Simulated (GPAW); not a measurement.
# Surface energy and work function of Ca(110) from slabs of 4 to 14 layers (LDA)

How do energy and work function of Ca(110) films settle with thickness, and what surface energy follows?

Set-up. GPAW 26.7.0, plane waves at 450 eV with PAW setups; symmetric 1×1 slabs cut at the tabulated lattice constant (two decimals; low-temperature values for the alkali metals), atoms at bulk places, 7.5 Å of vacuum on each side, one in-plane mesh for all thicknesses, Fermi-Dirac smearing of 0.1 eV. Energies are extrapolated to zero smearing and count from the program's reference atoms. Functional LDA. The cell's area is 22.017 Å².

What came out, but for one run:

| layers | energy (eV) | work function (eV) |
| --- | --- | --- |
| 4 | −7.4872 | 2.89 |
| 5 | −9.7680 | 2.94 |
| 6 | −12.0437 | 2.93 |
| 7 | −14.3299 | 2.92 |
| 8 | −16.6162 | 2.93 |
| 9 | −18.8984 | 2.93 |
| 10 | −21.1835 | 2.93 |
| 11 | −23.4696 | 2.93 |
| 12 | −25.7531 | 2.93 |
| 14 | ? | ? |

Q: What surface energy do these runs give, and what energy and work function should the 14-layer slab have?

**Working.** A slab of n layers has E(n) = nε + 2Aγ once its middle is bulk-like. A line through n = 6 to 12 has the slope ε = −2.2848 eV a layer and the intercept 2Aγ = 1.6642 eV (r.m.s. residual 0.9 meV). So γ = 1.6642 / (2 × 22.017 Å²) = 0.0378 eV/Å² = 0.61 J/m², with a standard error of under 0.01 J/m² from the scatter about the line. For 14 layers: 1.6642 + 14 × (−2.2848) = −30.323 eV; the run gives −30.323 eV, 0.3 meV over the line. The work function has no such law: from 6 to 12 layers it moves between 2.92 and 2.93 eV (mean 2.93), and the 14-layer slab gives 2.93 eV. The thinnest slab, 4 layers, lies −0.04 eV from that mean.

Caveats: The surfaces are unrelaxed, so γ is an upper bound for this functional and lattice constant. The tabulated lattice constant isn't the functional's own, which strains the slab a little.
